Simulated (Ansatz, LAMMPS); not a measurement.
# Relaxing a frame of liquid dimethyl carbonate from 300 K (108 atoms)

Wanted: the relaxed structure of a frame of liquid dimethyl carbonate from 300 K (108 atoms) and its electronic structure.

Calculated with Ansatz 0.2.0; Kohn-Sham DFT, PBE+D4, PAW (set soft_2), plane waves.

## 1. The structure

The cell holds 108 atoms: 27 C, 27 O and 54 H. Its edges and angles: a = 10.785 Å, b = 10.785 Å, c = 10.785 Å, α = 90.0°, β = 90.0°, γ = 90.0°. 9 dimethyl carbonate placed at random, at 1.07 g/cm³; overlaps pushed apart, then 10 ps at 400 K with MMFF94 bonds, angles, torsions, charges and radii (Halgren, J. Comput. Chem. 17, 490 (1996)) in harmonic and 12-6 forms. Snapshot after 20 ps at 300 K and fixed volume.

Limits known from the start: The network of contacts between molecules at the start is that of the classical potential that made the cell. The density was typed from a rule of thumb and may lie off the real one at this temperature. The Brillouin zone is sampled at Γ only, in a cell whose shortest periodic width is 11 Å.

## 2. Single point at the start

A single point comes first, to see the forces before anything moves.

Input file input.yaml:

```yaml
crystal:
  lattice:
    - [10.78542, 0.0, 0.0]
    - [0.0, 10.78542, 0.0]
    - [0.0, 0.0, 10.78542]
  atoms:
    - { symbol: C, position: [0.71171, 0.12376, 0.19962] }
    - { symbol: O, position: [0.70275, 0.01798, 0.11732] }
    - { symbol: C, position: [0.60052, 0.03146, 0.04044] }
    - { symbol: O, position: [0.51587, 0.10675, 0.05252] }
    [... 98 atom lines left out ...]
    - { symbol: H, position: [0.79468, 0.26056, 0.82161] }
    - { symbol: H, position: [0.6745, 0.36546, 0.81587] }
    - { symbol: H, position: [0.62919, 0.21147, 0.81992] }
    - { symbol: H, position: [0.43234, 0.22217, 0.45145] }
    - { symbol: H, position: [0.44587, 0.3808, 0.43854] }
    - { symbol: H, position: [0.5082, 0.28425, 0.31758] }
kpoints:
  mp_grid: { grid: [1, 1, 1] }
hamiltonian:
  xc: pbe
  dispersion: d4
scf:
  occupations: { method: fixed }
output:
  forces: true
  stress: true
  populations: true
  dos:
    method: { smearing: { sigma: 0.1 } }
    de: 0.1
    projected: { site_lists: { C: [C], H: [H], O: [O] } }
  eigenvalues: true
```

Started as:

```console
$ ansatz run input.yaml --threads 4 --pin off --max-ram 8192MiB --backend cpu --events-out ev --progress --plain --runs-dir out
```

The job ended after 4.8 s (4 threads of AMD EPYC 9R45, shared host; peak memory 1.3 GiB).

Numbers from this run:

| Property | Result |
| --- | --- |
| free energy | -22946.1006 eV |
| free energy per atom | -212.4639 eV/atom |
| SCF cycles | 10 |
| pressure | 0.6288 GPa |
| r.m.s. force component | 0.8993 eV/Å |
| longest force | 4.143 eV/Å |
| Fermi energy | -1.851 eV |
| gap (highest filled to lowest empty level) | 5.136 eV |
| spilling of the projection | 0.01384 |

The r.m.s. force component of 0.90 eV/Å and the pressure of 0.63 GPa set the starting point.

Neighbours are counted within 1.34 Å (H-C), 1.73 Å (C-O).

Length of the force by element and coordination:

```
element  coordination  atoms  mean length of the force (eV/Å)  spread   least  most
      C           all     27                             1.83   0.737   0.649  4.14
      C             3      9                             1.52   0.545   0.703  2.40
      C             4     18                             1.98   0.772   0.649  4.14
      H           all     54                            0.934   0.551  0.0758  3.07
      O           all     27                             1.64   0.888   0.234  3.85
      O             1      9                             1.21   0.677   0.234  2.23
      O             2     18                             1.85   0.904   0.925  3.85
```

## 3. Relaxation

With the cell held, the atoms are moved downhill towards a nearby minimum.

input.yaml, the sections that differ from step 2:

```yaml
output:
  forces: true
relax:
  f_tol: 0.05
  max_steps: 200
# crystal, kpoints, hamiltonian, scf: as in step 2
```

It took 2 min on 4 threads; peak memory 1.2 GiB.

Step by step (22 of 45):

```
step  energy less that of the first step (eV)  largest force component (eV/Å)
   1                                   0.0000                          3.5581
   3                                  -3.7695                          0.9430
   5                                  -4.1775                          0.2954
   7                                  -4.3030                          0.7581
   9                                  -4.3956                          0.7324
  11                                  -4.5108                          0.3353
  14                                  -4.5936                          0.1379
  16                                  -4.6443                          0.5730
  18                                  -4.7016                          0.2869
  20                                  -4.7482                          0.2556
  22                                  -4.7778                          0.3725
  24                                  -4.8081                          0.3156
  26                                  -4.8306                          0.1801
  28                                  -4.8443                          0.1101
  30                                  -4.8530                          0.1150
  32                                  -4.8570                          0.0558
  35                                  -4.8612                          0.0507
  37                                  -4.8628                          0.0657
  39                                  -4.8640                          0.0392
  41                                  -4.8656                          0.0777
  43                                  -4.8675                          0.0230
  45                                  -4.8689                          0.0383
```

The atoms that moved most (Å):

```csv
atom,dx,dy,dz,length
H24,-1.379,-1.049,-2.353,2.922
O16,-0.638,-1.963,-1.366,2.475
H20,1.650,-1.542,0.221,2.269
H23,-0.933,-0.030,-1.953,2.165
H19,1.854,0.871,0.131,2.053
C18,-0.789,-0.609,-1.755,2.018
H60,1.648,-0.822,0.478,1.903
H22,-0.336,-1.282,-1.287,1.847
```

The relaxation changed the energy by -45.1 meV/atom, and atoms moved by 1.1 Å r.m.s., 2.9 Å at most.

## 4. Distances and neighbours after relaxation

Bonds before and after, by the cutoffs listed below:

```csv
pair,bonds before,bonds after,mean before (Å),mean after (Å),spread before (Å),spread after (Å)
H-C,54,54,1.092,1.095,0.028,0.002
C-O,45,45,1.358,1.359,0.076,0.084
```

Density 1.07 g/cm³, 11.62 Å³ an atom.

g(r), total and by pair (bins of 0.2 Å):

| r (Å) | total | H-H | H-C | H-O | C-C | C-O | O-O |
| --- | --- | --- | --- | --- | --- | --- | --- |
| 1.00 | 4.00 | 0.00 | 16.00 | 0.00 | 0.00 | 0.00 | 0.00 |
| 1.20 | 0.52 | 0.00 | 0.00 | 0.00 | 0.00 | 4.11 | 0.00 |
| 1.40 | 1.64 | 0.00 | 0.00 | 0.00 | 0.00 | 13.05 | 0.00 |
| 1.60 | 0.00 | 0.00 | 0.00 | 0.00 | 0.00 | 0.00 | 0.00 |
| 1.80 | 1.44 | 5.76 | 0.00 | 0.00 | 0.00 | 0.00 | 0.00 |
| 2.00 | 0.99 | 0.00 | 0.00 | 3.97 | 0.00 | 0.00 | 0.00 |
| 2.20 | 0.57 | 0.00 | 0.00 | 0.45 | 0.00 | 0.00 | 7.37 |
| 2.40 | 0.39 | 0.29 | 0.00 | 0.12 | 4.52 | 0.00 | 0.00 |
| 2.60 | 1.12 | 0.69 | 1.53 | 1.52 | 0.00 | 1.53 | 0.00 |
| 2.80 | 0.79 | 0.79 | 0.41 | 1.89 | 0.00 | 0.18 | 0.00 |
| 3.00 | 0.45 | 0.68 | 0.49 | 0.61 | 0.00 | 0.08 | 0.00 |
| 3.20 | 0.91 | 0.87 | 1.58 | 0.71 | 0.00 | 0.59 | 0.81 |
| 3.40 | 0.97 | 0.95 | 1.01 | 0.83 | 0.12 | 1.69 | 0.83 |
| 3.60 | 1.00 | 0.79 | 1.16 | 0.90 | 0.42 | 1.61 | 0.96 |
| 3.80 | 1.08 | 0.66 | 1.24 | 1.63 | 1.32 | 0.67 | 0.48 |
| 4.00 | 1.07 | 1.05 | 0.98 | 1.08 | 1.90 | 1.02 | 0.77 |
| 4.20 | 1.09 | 1.19 | 0.99 | 1.22 | 2.03 | 0.62 | 0.71 |
| 4.40 | 1.04 | 1.08 | 0.79 | 1.18 | 1.33 | 0.92 | 1.14 |
| 4.60 | 1.12 | 1.05 | 1.05 | 1.10 | 1.60 | 1.04 | 1.50 |
| 4.80 | 1.30 | 1.31 | 1.66 | 1.10 | 1.01 | 1.31 | 0.83 |
| 5.00 | 1.07 | 1.02 | 1.31 | 0.85 | 1.20 | 1.12 | 0.93 |
| 5.20 | 1.08 | 1.19 | 0.94 | 1.13 | 0.86 | 1.04 | 1.21 |

Bonds by pair of elements; cutoffs follow the first minimum of g(r), held within bounds set by covalent radii, and pairs that aren't listed don't count as bonded:

```
pair A-B  cutoff (Å)  bonds  mean length (Å)  spread (Å)  shortest (Å)  B about A  A about B
     H-C        1.34     54             1.09       0.002          1.09          1          2
     C-O        1.73     45             1.36       0.084          1.21       1.67       1.67
```

How many atoms have how many bonded neighbours:

| element | mean | 1 | 2 | 3 | 4 |
| --- | --- | --- | --- | --- | --- |
| C | 3.67 | 0 | 0 | 9 | 18 |
| H | 1 | 54 | 0 | 0 | 0 |
| O | 1.67 | 9 | 18 | 0 | 0 |

Bond angles, per cent of each kind in bins of 5°:

```csv
angle (°),H-C-H,H-C-O,O-C-O,C-O-C
100–105,0.0,1.8,0.0,0.0
105–110,40.7,42.6,33.3,0.0
110–115,59.3,55.6,0.0,88.9
115–120,0.0,0.0,0.0,11.1
120–125,0.0,0.0,0.0,0.0
125–130,0.0,0.0,66.7,0.0
```

Bond angles (no mean is given where the spread exceeds 20°):

```
angle  count  mean (°)  spread (°)
H-C-H     54       110         0.6
H-C-O     54       109         2.4
O-C-O     27       120         8.8
C-O-C     18       114         0.4
```

Bond length by coordination (bonds to H left out):

| element | coordination | atoms | mean bond length (Å) |
| --- | --- | --- | --- |
| C | 3 | 9 | 1.30 |
| C | 4 | 18 | 1.44 |
| O | 1 | 9 | 1.22 |
| O | 2 | 18 | 1.39 |

With the cutoffs above, 67 % of C atoms have 4, all H atoms have 1 and 67 % of O atoms have 2 bonded neighbours. The H-C-H angle averages 110° with a spread of 0.6°.

## 5. Single point at the relaxed geometry

One more single point at the end of the walk gives the fuller output and checks the residual forces.

Input file input.yaml:

```yaml
crystal:
  lattice:
    - [10.78542, 0.0, 0.0]
    - [0.0, 10.78542, 0.0]
    - [0.0, 0.0, 10.78542]
  atoms:
    - { symbol: C, position: [0.74722, 0.17111, 0.22182] }
    - { symbol: O, position: [0.72239, 0.07731, 0.12897] }
    - { symbol: C, position: [0.6042, 0.07264, 0.09004] }
    - { symbol: O, position: [0.51958, 0.13867, 0.12508] }
    [... 98 atom lines left out ...]
    - { symbol: H, position: [0.74994, 0.16407, 0.77259] }
    - { symbol: H, position: [0.73379, 0.33073, 0.78367] }
    - { symbol: H, position: [0.60265, 0.23247, 0.81113] }
    - { symbol: H, position: [0.3714, 0.3561, 0.45485] }
    - { symbol: H, position: [0.48282, 0.4745, 0.41618] }
    - { symbol: H, position: [0.4595, 0.34712, 0.31318] }
kpoints:
  mp_grid: { grid: [1, 1, 1] }
hamiltonian:
  xc: pbe
  dispersion: d4
scf:
  occupations: { method: fixed }
output:
  forces: true
  stress: true
  populations: true
  dos:
    method: { smearing: { sigma: 0.15 } }
    de: 0.1
    projected: { site_lists: { C: [C], H: [H], O: [O] } }
  eigenvalues: true
  write_density: true
  write_potential: true
  volumetric_format: npy
  elf: true
```

Wall time 5.2 s (4 threads); peak memory 1.3 GiB; 19 s of CPU time.

The program notes that the exchange-correlation potential is rough where the density is thin.

The run gave:

- free energy: -22950.9695 eV
- free energy per atom: -212.5090 eV/atom
- SCF cycles: 9
- pressure: -0.1444 GPa
- r.m.s. force component: 0.00651 eV/Å
- longest force: 0.04399 eV/Å
- Fermi energy: -1.839 eV
- gap (highest filled to lowest empty level): 5.383 eV
- spilling of the projection: 0.01404

Löwdin charges by element and coordination (they lack the spilled electrons, 0.042 e an atom on average):

```
element  coordination  atoms  mean charge (e)  spread   least    most
      C           all     27           0.0848   0.440  -0.237   0.716
      C             3      9            0.708   0.005   0.701   0.716
      C             4     18           -0.227  0.0045  -0.237  -0.220
      H           all     54            0.206  0.0121   0.182   0.233
      O           all     27           -0.329  0.0818  -0.453  -0.260
      O             1      9           -0.444  0.0062  -0.453  -0.432
      O             2     18           -0.271  0.0046  -0.279  -0.260
```

States in the cell by windows of 1 eV, zero at the Fermi level; the larger projections on atomic orbitals stand beside the total:

```csv
from (eV),to (eV),total,O p,C p,H s,O s,C s
-18,-13,0.0,0.0,0.0,0.0,0.0,0.0
-13,-12,16.7,5.9,1.0,2.9,0.1,6.6
-12,-11,1.3,0.5,0.1,0.2,0.0,0.5
-11,-10,18.0,2.8,1.1,5.4,0.8,7.6
-10,-9,0.0,0.0,0.0,0.0,0.0,0.0
-9,-8,0.7,0.2,0.2,0.1,0.1,0.1
-8,-7,21.4,6.2,5.7,3.8,2.3,3.0
-7,-6,21.7,9.8,8.5,1.8,1.0,0.2
-6,-5,28.2,14.8,7.4,1.9,3.2,0.3
-5,-4,40.8,13.2,17.7,8.1,1.0,0.3
-4,-3,26.9,8.1,12.5,5.3,0.6,0.1
-3,-2,34.3,13.1,11.1,7.6,1.8,0.1
-2,-1,14.0,10.3,1.5,1.6,0.3,0.0
-1,0,44.8,38.3,2.6,3.4,0.0,0.1
0,1,1.2,1.1,0.0,0.0,0.0,0.0
1,5,0.0,0.0,0.0,0.0,0.0,0.0
```

With fixed occupations the program's Fermi level is the highest filled level; weight inside the gap is the broadening of levels at its edges.

Between -23 and -18 eV lie 54 more states.

The levels nearest the highest filled one (over half full), pooled over k-points and spins:

```
level less the highest filled one (eV)  occupation
                                -0.267           2
                                -0.255           2
                                -0.238           2
                                -0.173           2
                               -0.0727           2
                                     0           2
                                  5.38           0
                                  5.96           0
                                  6.01           0
                                  6.05           0
                                  6.12           0
                                  6.17           0
```

Mean Löwdin charges: C +0.08, H +0.21, O -0.33 e (they miss 1.4 % of the electrons, so they add up to more than the cell's charge). The largest share in the top eV of filled states is O p (86 % of the projected weight), and in the lowest eV of empty states C p (46 % of the projected weight).

## 6. Summary of results

* energy change in the relaxation: -45.08 meV/atom
* r.m.s. displacement: 1.064 Å
* largest displacement: 2.922 Å
* free energy per atom: -212.5090 eV/atom
* pressure: -0.1444 GPa
* r.m.s. force component: 0.00651 eV/Å
* gap (highest filled to lowest empty level): 5.383 eV
* wall time of the 4 DFT runs, those left out included: 2.3 min

In words: Relaxation lowers the energy by 45.1 meV/atom and moves atoms by 1.1 Å r.m.s.; the r.m.s. force component goes from 0.90 to 0.0065 eV/Å, the pressure goes from 0.63 to -0.14 GPa, and the gap from 5.14 to 5.38 eV. By the final cutoffs no bond was broken or made. First to last step the energy falls by 4.869 eV; the largest move, 2.92 Å, is that of H24. The H-C bonds go from 1.092 Å (spread 0.028) to 1.095 Å (spread 0.002). With the cutoffs above, 67 % of C atoms have 4, all H atoms have 1 and 67 % of O atoms have 2 bonded neighbours. Between filled and empty levels lie 5.38 eV (at Γ alone); a semilocal functional tends to put such gaps too low. In a disordered cell it changes from sample to sample and from frame to frame.

**Limits.** The network of contacts between molecules at the start is that of the classical potential that made the cell; in DFT atoms moved by 1.1 Å r.m.s.

[Logs are printed without paths, hosts, clocks, repeated set-up lines and the standing remarks that a program may print on its own settings, such as how far it seeks lower states.]

[Hosts, paths, dates, database ids (printed as entryN), source tags and the programs' standing remarks are cut or masked in the printed files.]

[The MMFF94 radii named for the starting cell were scaled by 0.96; in molecules described by MMFF94, hydrogen bound to N, O or S took a small fixed 12-6 site in their place.]
